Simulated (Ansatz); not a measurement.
# Li2AlW2: relaxing a made-up structure, part 2 of 2

Starting from a made-up structure for Li2AlW2, the aim is the relaxed cell, its shortest contacts and, where a second run follows, its electronic structure.

Ansatz 0.2.0; DFT, PBEsol, plane-wave PAW, files of the set soft_1, scalar-relativistic, no spin, cell and ions relaxed at zero pressure; PAW set soft_1 (the session's first sound run).

So far: Set-up; Relaxation of the guess.

**3. Electronic structure of the relaxed cell**

With the geometry fixed, one more self-consistent run, with a narrower smearing and the mesh shown in its input, gives the bands, and its pressure, and its forces where symmetry allows any, show how far the geometry depends on these settings.

This step: DFT, PBEsol, plane-wave PAW, files of the set soft_1, scalar-relativistic, no spin, bands and density of states at the relaxed cell; PAW set soft_1 (Ansatz 0.2.0).

Input file input.yaml:

```yaml
crystal:
  lattice:
    - [6.5266924681, -2.1796881731, 0.0240266985]
    - [6.5266924681, 2.1796881731, 0.0240266985]
    - [-0.0075734177, 0.0, 2.6502069395]
  atoms:
    - { symbol: W, position: [0.5931587995, 0.5931587995, 0.4333581997] }
    - { symbol: W, position: [0.4068412005, 0.4068412005, 0.5666418003] }
    - { symbol: Al, position: [0.0, 0.0, 0.0] }
    - { symbol: Li, position: [0.2028079113, 0.2028079113, 0.9138893561] }
    - { symbol: Li, position: [0.7971920887, 0.7971920887, 0.0861106439] }
kpoints:
  mp_grid: { grid: [8, 8, 12] }
  band_path:
    path:
      - [[0.0, 0.0, 0.0], [0.27788281, -0.27788281, 0.0], [0.0, -0.5, 0.0], [0.0, -0.5, -0.5], [0.27788281, -0.27788281, -0.5], [0.0, 0.0, -0.5], [0.0, 0.0, 0.0], [-0.5, -0.5, 0.0], [-0.27788281, -0.72211719, 0.0], [-0.27788281, -0.72211719, -0.5], [-0.5, -0.5, -0.5], [-0.5, -0.5, 0.0]]
      - [[0.0, 0.0, -0.5], [-0.5, -0.5, -0.5]]
    npoints: 6
scf:
  occupations: { method: fermi_dirac, width: 0.03 }
  n_extra_bands: 9
hamiltonian:
  xc: pbesol
  pseudopotentials: { kind: paw, azcp: { folder: soft_1 }, xc_functional: pbe }
output:
  forces: true
  stress: true
  write_bands: true
  dos: { projected: true }
  write_density: true
  write_potential: true
  elf: true
  volumetric_format: npy
```

The run is started by

```sh
> ansatz run input.yaml --threads 4 --pin off --max-ram 8192MiB --backend cpu --events-out ev --progress --plain --runs-dir out
```

Numbers of over 12 decimals in the logs are rounded to 6 here.

The log of the run:

```text
[...]
Crystal: 5 atoms, lattice volume = 75.405 Å³
Basis set: ecut = 420 eV, 1511 PW (Γ), exchange–correlation on 96×96×36 points (8 copies of the dense FFT grid, shifted against one another)
Bands: 28, of which v1, the nominal top of the filled ones, is band 19 counted from 1 (18 counted from 0)
Symmetry: 4 space group operations
[...]
k-points: 222 of 768
[...]
SCF iter   1: F=—  HF=-21445.788867 eV  |F-HF|=—  |Δ(HF+E_count)|=         —  Δρ=6.44e-2  dr2=8.98e0  ethr=3.10e-3  ⟨swp⟩=5.9  Hψ=25082  notcnv=0
[...]
SCF iter   8: F=-21443.831478 eV  HF=-21443.831478 eV  |F-HF|=3.37e-9  |Δ(HF+E_count)|=   4.14e-8  Δρ=2.72e-6  dr2=6.81e-9  ethr=2.70e-10  ⟨swp⟩=13.4  Hψ=37348  notcnv=0
SCF 1 converged in 8 iterations: F = -21443.831478 eV  dr2 = 6.81e-9
[...]
NSCF: frozen V_eff on 74 k-points
SCF converged after 8 iterations
Free energy (F): -21443.831478 eV
[...]
Internal energy: -21443.823332 eV  (E = F + TS)
E sigma→0 (E₀):  -21443.827405 eV
Entropy (-TS):   -0.008145 eV (-1.629 meV/atom)
Fermi energy:    11.375449 eV
[...]
--- Forces (eV/Å), atoms counted from 1 ---
  atom   1  W     -0.07100671    -0.00000000     0.03051728
  atom   2  W      0.07100671     0.00000000    -0.03051728
  atom   3  Al     0.00000000     0.00000000     0.00000000
  atom   4  Li    -0.01202557    -0.00000000    -0.00009615
  atom   5  Li     0.01202557     0.00000000     0.00009615
  max |Σ_I F_I| component: 1.73e-18 eV/Å
--- Stress (GPa, compression-positive) ---
       -0.694623       0.000000       0.282739
        0.000000       0.387189       0.000000
        0.282739       0.000000      -0.036069
  P = ⅓ Tr σ = -0.1145 GPa (-1.145 kbar)
--- Band table (eV; the first three rows and the last of 222) ---
  k-point 0: bands = [... 15 lower, 8.7848, 10.0801, 10.8576, 12.4408, 13.0034, 13.7648, 14.1883, 14.7366, ... 5 higher]
  k-point 1: bands = [... 15 lower, 9.0469, 9.9760, 10.8905, 12.3050, 12.3308, 13.5697, 13.8934, 14.8374, ... 5 higher]
  k-point 2: bands = [... 15 lower, 9.6830, 9.9339, 10.8107, 11.4064, 11.9709, 12.9255, 13.3907, 15.1387, ... 5 higher]
  k-point 221: bands = [... 15 lower, 9.5691, 10.1867, 10.1966, 10.7423, 12.4273, 13.2436, 13.7322, 15.7002, ... 5 higher]
```

The job ended after 7.2 s (4 threads of Intel Xeon Platinum 8375C at 2.90GHz (Ice Lake), shared host; peak memory 0.71 GiB; 27 s of CPU time).

Reading the cycles: dr2 is the Hartree energy of the density residual (eV), the measure of convergence; HF is the Harris–Foulkes estimate of the energy, which meets the free energy F at convergence.

This step gave:

| Item | Value |
| --- | --- |
| free energy | -21443.8315 eV |
| energy at zero smearing | -21443.8274 eV |
| smearing term TS | 0.008145 eV |
| pressure | -0.1145 GPa |

From bands.tsv, the bands that come nearest the Fermi level along the path, at its corners, in eV from the Fermi level:

```tsv
point	band 15	band 16	band 17	band 18	band 19	band 20	band 21	band 22
Γ	-3.03	-2.59	-1.30	-0.52	1.07	1.63	2.39	2.81
X	-2.55	-2.43	-1.29	-1.14	-0.03	0.42	1.41	2.27
S	-2.46	-2.35	-1.54	-0.91	-0.19	0.20	1.54	2.25
R	-2.41	-0.84	-0.30	0.03	0.74	0.94	1.55	2.72
A	-2.28	-0.81	-0.40	-0.06	0.64	0.68	1.61	2.80
Z	-1.82	-1.78	-1.08	-0.65	-0.61	0.76	2.01	2.73
Γ	-3.03	-2.59	-1.30	-0.52	1.07	1.63	2.39	2.81
Y	-2.63	-2.36	-1.88	-0.01	0.89	1.12	2.21	2.84
X1	-2.55	-2.43	-1.29	-1.14	-0.03	0.42	1.41	2.27
A1	-2.28	-0.81	-0.40	-0.06	0.64	0.68	1.61	2.80
T	-1.86	-1.81	-1.19	-1.18	-0.63	1.05	1.87	2.36
Y	-2.63	-2.36	-1.88	-0.01	0.89	1.12	2.21	2.84
Z	-1.82	-1.78	-1.08	-0.65	-0.61	0.76	2.01	2.73
T	-1.86	-1.81	-1.19	-1.18	-0.63	1.05	1.87	2.36
```

States per cell as run, both spins, in windows of 1 eV, from dos.tsv (zero at the Fermi level):

```csv
from,to,total
-8,-7,0.58
-7,-6,0.53
-6,-5,1.02
-5,-4,1.61
-4,-3,2.00
-3,-2,4.06
-2,-1,3.54
-1,0,3.32
0,1,2.47
1,2,2.53
2,3,3.08
3,4,2.55
4,5,1.75
5,6,1.89
```

Below -8 eV lie 20.4 more states.

Force by atom:

| atom | x (eV/Å) | y (eV/Å) | z (eV/Å) | size |
| --- | --- | --- | --- | --- |
| W1 | -0.0710 | 0.0000 | 0.0305 | 0.0773 |
| W2 | 0.0710 | 0.0000 | -0.0305 | 0.0773 |
| Al3 | 0.0000 | 0.0000 | 0.0000 | 0.0000 |
| Li4 | -0.0120 | 0.0000 | -0.0001 | 0.0120 |
| Li5 | 0.0120 | 0.0000 | 0.0001 | 0.0120 |

Valence density in the ac plane of the cell as run, not the conventional one, at fractional y = 0.000, with atoms of Al within 0.2 Å of it. It is the smooth field of the valence electrons, not physical close to the nuclei.

Ten even steps from '0' (0.06 e/Å³) to '9' (0.23 e/Å³), each cell a mean:
```
0377543221122346861
4676533211122346886
9876433211122346799
9976543211122345689
9986543211122345689
7897543211122345787
2587543211123346762
0277543211123346850
```
Columns run along a (6.9 Å), rows up along c (2.7 Å). Atoms in or near the plane, at fractional coordinates: Al at (0.00, 0.00).

ELF in the ac plane of the cell as run, not the conventional one, at fractional y = 0.000, with atoms of Al within 0.2 Å of it. It is the smooth field of the valence electrons, not physical close to the nuclei.

Ten even steps from '0' (0.05) to '9' (0.60), each cell a mean:
```
0069841014422479940
1378742125644579972
6787654357765568997
8887655578765567888
8888765677754566788
3699865566522367874
0289863345310268840
6069851024300269821
```
Columns run along a (6.9 Å), rows up along c (2.7 Å). Atoms in or near the plane, at fractional coordinates: Al at (0.00, 0.00).

Electrostatic potential energy in the ac plane of the cell as run, not the conventional one, at fractional y = 0.000, with atoms of Al within 0.2 Å of it. With pseudopotentials it is smooth inside the atoms' cores, unlike the true potential.

Ten even steps from '0' (-4 eV) to '9' (14 eV), each cell a mean:
```
8216887788888898406
1048988789998998610
2479998899999999862
6789999999999999986
4689999999998999875
0158999999988899730
5127998889877888503
9406887788877888408
```
Columns run along a (6.9 Å; values clipped at the 3rd and 97th percentile), rows up along c (2.7 Å). Atoms in or near the plane, at fractional coordinates: Al at (0.00, 0.00).

**4. What came out**

```
space group, relaxed : C2/m
conventional cell    : a = 13.053, b = 4.359, c = 2.650 Å; α = 90.0°, β = 90.0°, γ = 90.0°
volume per atom      : 15.08 Å³ (guess 18.66)
```

**Reading.** Li2AlW2 relaxes to C2/m with a = 13.053, b = 4.359 and c = 2.650 Å. The guessed volume was 24 % too large. The space group C2/m was held in the relaxation, so the end point is a stationary structure within it and may be a saddle against distortions or other arrangements. Bands cross the Fermi level, so it is a metal or semimetal at this level. The electron count is odd, which forces that without spin polarisation or a larger cell. On the 8×8×12 mesh with the narrower smearing (relaxed on 7×7×9) the largest force component is 0.071 eV/Å and the largest stress component is 0.695 GPa, against the relaxation's thresholds of 0.015 eV/Å and 0.05 GPa. The cutoff wasn't tested. A vector of the cell changed its length by 14 %, more than the volume shows. Spin-orbit coupling is left out, which can matter for elements this heavy. No dispersion term is used, so weakly bound directions may come out too long. The runs have no spin, and magnetism wasn't tested. Nothing here tests whether the compound is stable against decomposition.

[Logs are printed without paths, hosts, clocks, repeated set-up lines and the standing remarks that a program may print on its own settings, such as how far it seeks lower states.]

[Hosts, paths, dates, database ids (printed as entryN), source tags and the programs' standing remarks are cut or masked in the printed files.]
